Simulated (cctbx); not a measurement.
## Resonant diffraction in EuMgGeS4

Space group P2_1 (no. 4), a = 6.5470 Å, b = 6.6540 Å, c = 7.7690 Å, α = 90.00°, β = 108.75°, γ = 90.00°.

```
atom  mult.       x       y       z  Ueq (Å²)
 Eu1      2  0.7756  0.2319  0.9471    0.0147
 Ge1      2  0.2420  0.2701  0.8067    0.0295
  S1      2  0.0159  0.9991  0.2661    0.0240
  S2      2  0.0303  0.0018  0.7436    0.0320
  S3      2  0.4287  0.2862  0.6291    0.0329
  S4      2  0.4133  0.3158  0.0834    0.0228
 Mg1      2  0.7467  0.2328  0.4341    0.0247
```

The model is made up (kin elements in a known structure type, no relaxation), so it says nothing on whether the phase exists.

Calculated with cctbx: free-atom f′ and f″ from the Sasaki tables, no fine structure; amplitudes in electrons.

How do |F(hkl)| and |F(−h−k−l)| change across the Eu L3 edge?

```text
E (eV)    f'(Eu)   f''           |F|1 2 0        |F|1 1 1        |F|0 1 1        |F|0 2 0
   6377   -8.27   4.17       67.1/  67.5     51.0/  51.8     84.0/  83.5    147.9/ 146.7
   6727  -10.24   3.83       67.6/  67.9     47.2/  48.1     82.5/  82.1    144.1/ 142.8
   6857  -11.87   3.72       68.0/  68.4     44.1/  45.1     81.4/  81.0    141.1/ 139.7
   6917  -13.44   3.66       68.4/  68.8     41.1/  42.2     80.4/  79.9    138.2/ 136.7
   6947  -14.88   3.64       68.7/  69.2     38.3/  39.5     79.5/  79.0    135.7/ 134.0
   6962  -16.39   3.63       69.1/  69.6     35.4/  36.8     78.5/  78.0    133.0/ 131.2
   6969  -17.74   3.62       69.5/  69.9     32.8/  34.3     77.6/  77.2    130.6/ 128.6
   6973  -19.20   3.62       69.9/  70.4     30.0/  31.7     76.7/  76.2    128.0/ 125.9
   6981  -19.58  10.64       68.8/  71.5     31.8/  38.3     77.6/  75.6    134.1/ 121.5
   6985  -17.91  10.62       68.3/  71.0     34.8/  40.7     78.6/  76.7    136.9/ 124.7
   6992  -16.45  10.60       68.0/  70.6     37.4/  43.0     79.5/  77.6    139.3/ 127.5
   7007  -14.85  10.55       67.5/  70.2     40.3/  45.4     80.5/  78.7    142.0/ 130.5
   7037  -13.39  10.44       67.2/  69.8     43.0/  47.7     81.4/  79.6    144.3/ 133.3
   7127  -11.28  10.15       66.6/  69.1     46.7/  51.0     82.6/  80.9    147.7/ 137.4
   7377   -9.91   9.46       66.3/  68.6     49.1/  52.8     83.2/  81.7    149.3/ 140.1
```

The edge is at 6977 eV. f′ of Eu falls from -11.9 e at 6857 eV to -19.2 e at 4 eV below it, and f″ steps from 3.62 to 10.62 e across it. Over that approach |F| changes by +3 % (1 2 0), -32 % (1 1 1), -6 % (0 1 1) and -9 % (0 2 0): a reflection falls where Eu scatters in phase with the total and rises where it scatters against it; it hardly moves where the Eu term is small or cancels by symmetry or lies in quadrature to the total. The f″ term interferes with the normal scattering with opposite sign for the two Friedel mates. The largest Friedel difference in the scan is 18.5 % of the mean (1 1 1, at 6981 eV).

[Logs are printed without paths, hosts, clocks, repeated set-up lines and the standing remarks that a program may print on its own settings, such as how far it seeks lower states.]
